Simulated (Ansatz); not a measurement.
# λ, α²F and ρ(T) of Ni(111) film of 5 layers, part 3 of 4

Aim: how strongly do electrons couple to phonons in Ni(111) film of 5 layers, and what resistivity does that give?

Ansatz 0.2.0; DFT PBEsol, scalar-relativistic, plane waves, PAW; PAW set soft_1.

So far. Step 4 (Phonons: q 2×2×1, k 8×8×1): Among the solved wavevectors the lowest mode, translations apart, is 49.7 cm⁻¹, so these are real on this k mesh.

## Step 5: Resistivity: q 2×2×1, k 8×8×1, scattering 12×12×1

A first run on coarse meshes.

input.yaml

```yaml
crystal:
  lattice:
    - [2.4230920995, 0.0, 0.0]
    - [-1.2115460498, 2.0984593138, 0.0]
    - [0.0, 0.0, 40.0581823999]
  atoms:
    - { symbol: Ni, position: [0.0, 0.0, 0.1389277762], spin: 0.75 }
    - { symbol: Ni, position: [0.3333333333, 0.6666666667, 0.1885571536], spin: 0.78 }
    - { symbol: Ni, position: [0.6666666667, 0.3333333333, 0.2387663251], spin: 0.74 }
    - { symbol: Ni, position: [0.0, 0.0, 0.2889754965], spin: 0.78 }
    - { symbol: Ni, position: [0.3333333333, 0.6666666667, 0.3386048739], spin: 0.75 }
  periodic: [true, true, false]
kpoints:
  mp_grid: { grid: [8, 8, 1] }
hamiltonian:
  xc: pbesol
  pseudopotentials: { kind: paw, azcp: { folder: soft_1 }, xc_functional: pbe }
scf:
  occupations: { method: gaussian, width: 0.15 }
output:
  eigenvalues: true
  populations: true
magnetization:
  spin_polarized: true
phonons:
  method: dfpt
  qmesh: [2, 2, 1]
  temperatures: { t_max: 1000, t_step: 50 }
  qpath:
    path:
      - [0.0, 0.0, 0.0]
      - [0.5, 0.0, 0.0]
      - [0.33333333, 0.33333333, 0.0]
      - [0.0, 0.0, 0.0]
    npoints: 10
  electrical_resistivity:
    mesh: [12, 12, 1]
    temperatures: [20.0, 50.0, 77.0, 100.0, 150.0, 200.0, 300.0, 400.0, 600.0, 800.0]
  electron_occupations: "off"
```

Run with:

```sh
$ ansatz run input.yaml --threads 8 --pin off --max-ram 20480MiB --backend cpu --events-out ev --progress --plain --runs-dir out
```

Numbers of over 12 decimals in the logs are rounded to 6 here.

Log:

```text
[...]
Crystal: 5 atoms, lattice volume = 203.686 Å³
Basis set: ecut = 420 eV, 3847 PW (Γ), exchange–correlation on 36×36×540 points (8 copies of the dense FFT grid, shifted against one another)
Bands: 57, of which v1, the nominal top of the filled ones, is band 45 counted from 1 (44 counted from 0)
Symmetry: 12 space group operations
[...]
k-points: 10 of 64
[...]
Starting moments: Σ|m| = 3.8 μB on 5 of 5 sites
[...]
SCF 1 converged in 16 iterations: F = -29023.449840 eV  dr2 = 1.49e-8
[...]
k-points: 10 of 64 (irreducible under 6 space group operations, time reversal used)
[...]
SCF iter   9: F=-29023.449840 eV  HF=-29023.449840 eV  |F-HF|=5.46e-11  |Δ(HF+E_count)|=  3.82e-10  Δρ=2.35e-8 (↑2.35e-8 ↓2.02e-8)  dr2=2.52e-12  dr2_m=1.28e-13  M=3.284 μB ∫|m|=3.737 μB  ethr=1.00e-12  ⟨swp⟩=13.1  Hψ=8106  notcnv=0
SCF 2 converged in 9 iterations: F = -29023.449840 eV  dr2 = 2.52e-12
[...]
SCF iter   9: F=-29023.449840 eV  HF=-29023.449840 eV  |F-HF|=7.57e-10  |Δ(HF+E_count)|=  3.64e-10  Δρ=2.33e-8 (↑2.33e-8 ↓1.98e-8)  dr2=2.46e-12  dr2_m=1.28e-13  M=3.284 μB ∫|m|=3.737 μB  ethr=1.00e-12  ⟨swp⟩=3.6  Hψ=3801  notcnv=0
SCF 3 converged in 9 iterations: F = -29023.449840 eV  dr2 = 2.46e-12
[...]
SCF converged after 9 iterations
Magnetization: 3.2842 μB (46.6421 up, 43.3579 down)
Absolute magnetization: 3.7431 μB (∫|ρ↑−ρ↓|, with the PAW one-centre terms)
[...]
Per-site moments (μB) at R_I (Å): [(0.718592, 0.999525), (0.687518, 0.999525), (0.671601, 0.999525), (0.687518, 0.999525), (0.718592, 0.999525)]
Free energy (F): -29023.449840 eV
[...]
Internal energy: -29023.345731 eV  (E = F + TS)
E sigma→0 (E₀):  -29023.397786 eV
Entropy (-TS):   -0.104109 eV (-20.822 meV/atom)
Fermi energy:    -5.265708 eV
[...]
--- Band table (eV; the first three rows and the last of 20) ---
  k-point 0 ↑: bands = [... 41 lower, -6.5562, -6.5562, -6.3178, -6.3178, -6.0051, -6.0051, -5.8829, -5.8829, ... 8 higher]
  k-point 1 ↑: bands = [... 41 lower, -6.7859, -6.7041, -6.5492, -6.3842, -6.3127, -6.0036, -5.8710, -5.7485, ... 8 higher]
  k-point 2 ↑: bands = [... 41 lower, -6.6559, -6.6392, -6.4694, -6.2824, -6.0102, -6.0000, -5.8512, -4.7511, ... 8 higher]
  k-point 9 ↓: bands = [... 41 lower, -5.3190, -5.2452, -5.1265, -5.0883, -1.2739, -0.9002, -0.4896, 0.0158, ... 8 higher]
  ° read free of the cell's end (the report's vacuum.weakly_bound_levels)
[...]
ASR residual: 4.712e-5 → 0.000e0 eV/Å²; symmetrization residual: 1.818e-6 eV/Å²
[...]
ASR residual per site (eV/Å²): 4.70e-5 4.54e-5 2.12e-5 4.34e-5 4.71e-5
[...]
--- Phonons (arbitrary-q DFPT): 2 irreducible q on the 2×2×1 mesh ---
[...]
interpolated dispersion: 31 rows × 15 modes
[...]
--- Electrical resistivity: potentials and phonons of a 2×2×1 supercell ---
  scattering by harmonic phonons alone, with no dipole-dipole term; scattering by other electrons, impurities, surfaces and spin disorder is left out, and so is spin–orbit coupling
  the resistivity is that of a variational response, whose dependence on the energy is improved iteratively
  tensors lie in the sheet's plane, the Hall coefficient along its normal; that, the resistivity and the plasma energy are of the whole cell, vacuum included; the cell is 40.058 Å high
  at the Fermi level of each mesh (of a tensor half of its trace):
           mesh   spin    states/(eV spin)  plasma energy (eV)         λ      λ_tr    ħω_log (meV)
        12×12×1     up              0.8271              2.7033    0.0608    0.0550          20.121
        12×12×1   down             10.9060              2.1050    0.4527    0.5828          21.552
          6×6×1     up              0.7187              2.4199    0.0536    0.0639          20.760
          6×6×1   down              6.0707              2.2619    0.3559    0.4555          23.610
          3×3×1     up              1.0050              1.7599    0.0941    0.1314          21.230
          3×3×1   down              8.8706              2.7287    0.7126    1.0131          24.867
  resistivity on the deck's mesh, µΩ·cm:
     T (K)       trace/2  mesh converged            xx            yy            zz    lowest order   relaxation time
     20.00     2.5230e-3              no     2.5230e-3     2.5230e-3      0.0000e0       5.8864e-3         7.8327e-3
     50.00     1.3952e-1              no     1.3952e-1     1.3952e-1      0.0000e0       2.2654e-1         2.1062e-1
     77.00     5.9645e-1              no     5.9645e-1     5.9645e-1      0.0000e0       8.2228e-1         7.8374e-1
    100.00      1.1955e0              no      1.1955e0      1.1955e0      0.0000e0        1.5125e0          1.4992e0
    150.00      2.7617e0              no      2.7617e0      2.7617e0      0.0000e0        3.1980e0          3.3302e0
    200.00      4.3683e0              no      4.3683e0      4.3683e0      0.0000e0        4.9102e0          5.1928e0
    300.00      7.4476e0              no      7.4476e0      7.4476e0      0.0000e0        8.2216e0          8.7546e0
    400.00      1.0389e1              no      1.0389e1      1.0389e1      0.0000e0        1.1405e1          1.2162e1
    600.00      1.6104e1              no      1.6104e1      1.6104e1      0.0000e0        1.7630e1          1.8789e1
    800.00      2.1791e1              no      2.1791e1      2.1791e1      0.0000e0        2.3979e1          2.5369e1
  sheet resistance at 20 K: 0.006298 Ω
  mean free path at 20 K (of a tensor half of its trace): 183716 nm by what each carries, 67350 by the Fermi surface alone
  sheet resistance at 50 K: 0.3483 Ω
[...]
Hall coefficient in a weak field at 50 K (along the normal): -5.416e-10 m³/C (as a tensor it moves by 40.5 % between the two finest meshes); by each state's relaxation time: -1.930e-10 m³/C; by a constant relaxation time: -2.069e-10 m³/C
  sheet resistance at 77 K: 1.489 Ω
[...]
sheet resistance at 100 K: 2.984 Ω
[...]
sheet resistance at 150 K: 6.894 Ω
[...]
sheet resistance at 200 K: 10.90 Ω
[...]
sheet resistance at 300 K: 18.59 Ω
[...]
sheet resistance at 400 K: 25.94 Ω
[...]
sheet resistance at 600 K: 40.20 Ω
[...]
sheet resistance at 800 K: 54.40 Ω
[...]
the resistivity times a path that all electrons share, by the Fermi surface of the deck's mesh alone (half of the trace): 1.699e-15 Ω·m²
  not converged in the mesh (λ; λ_tr; the resistivity at 20 K by 36.03 %; the resistivity at 50 K by 45.64 %; the resistivity at 77 K by 50.75 %; the resistivity at 100 K by 56.47 %; the resistivity at 150 K by 59.60 %; the resistivity at 200 K by 57.19 %; the resistivity at 300 K by 53.80 %; the resistivity at 400 K by 51.63 %; the resistivity at 600 K by 48.02 %; the resistivity at 800 K by 46.32 %): between neighb [...]
  vibrations of 4 cells: unjudged by the run; compare a larger repeat
  the changes of the potential over all sites missed a rigid shift's by 1.33 % (the site terms' by 0.01 %)
  between the force constants' wavevectors the phonons are obtained by Fourier interpolation alone: phonons.electron_occupations is off
--- Löwdin populations: 5 sites ---
  site symbol       q [e]    m [muB]
     0     Ni     17.7906     0.7063
     1     Ni     17.7620     0.6824
     2     Ni     17.7735     0.6629
     3     Ni     17.7620     0.6824
     4     Ni     17.7906     0.7063
  spilling = 0.012457 (of n_electrons = 90.000000)
```

The job ended after 9.2 min (8 threads of Arm Neoverse V2, shared host; peak memory 2.5 GiB; 65 min of CPU time).

Numbers from this step:

```yaml
cell_height: 40.06 Å
sheet_resistance_300k: 18.59 Ω/square, mean in the plane
resistivity_at_300_k: 7.448 μΩ cm, mean of the axes, of the whole cell with its vacuum
coupling_constant_lambda_spin_up: 0.06077
coupling_constant_lambda_spin_down: 0.4527
log_mean_phonon_energy_omega_log_spin_up: 20.12 meV
log_mean_phonon_energy_omega_log_spin_down: 21.55 meV
density_of_states_at_the_fermi_level_spin_up: 0.8271 states/eV a spin and cell
density_of_states_at_the_fermi_level_spin_down: 10.91 states/eV a spin and cell
transport_coupling_constant_lambda_tr_spin_up: 0.05502, 0.05502, 0 (xx, yy, zz)
transport_coupling_constant_lambda_tr_spin_down: 0.5828, 0.5828, 0 (xx, yy, zz)
drude_plasma_energy_spin_up: 2.703, 2.703, 0 eV (xx, yy, zz)
drude_plasma_energy_spin_down: 2.105, 2.105, 0 eV (xx, yy, zz)
```

Of the whole cell with its vacuum, so only the sheet resistance is a property of the layer; the means are those of the plane. Resistivity, by row:

```
T (K)  ρ_xx (μΩ cm)      ρ_yy  ρ_zz  ρ by Ziman's lowest order, mean  ρ by relaxation times, mean  within 2 % of the coarser mesh
   20      0.002523  0.002523     -                         0.005886                     0.007833                              no
   50        0.1395    0.1395     -                           0.2265                       0.2106                              no
   77        0.5964    0.5964     -                           0.8223                       0.7837                              no
  100         1.195     1.195     -                            1.512                        1.499                              no
  150         2.762     2.762     -                            3.198                         3.33                              no
  200         4.368     4.368     -                             4.91                        5.193                              no
  300         7.448     7.448     -                            8.222                        8.755                              no
  400         10.39     10.39     -                            11.41                        12.16                              no
  600          16.1      16.1     -                            17.63                        18.79                              no
  800         21.79     21.79     -                            23.98                        25.37                              no
```

Some states were left unconverged by the eigensolver. By its own test the run is not converged in the mesh. λ = 0.425 and 18.6 Ω per square at 300 K. The run's own test puts 54 % between its two finest meshes on the component of the resistivity at 300 K that moves most, so it is not converged. By the run's own test λ of one spin channel moves by 21 % between its two finest scattering meshes.

[end of part 3 of 4]

[Logs are printed without paths, hosts, clocks, repeated set-up lines and the standing remarks that a program may print on its own settings, such as how far it seeks lower states.]

[Hosts, paths, dates, database ids (printed as entryN), source tags and the programs' standing remarks are cut or masked in the printed files.]
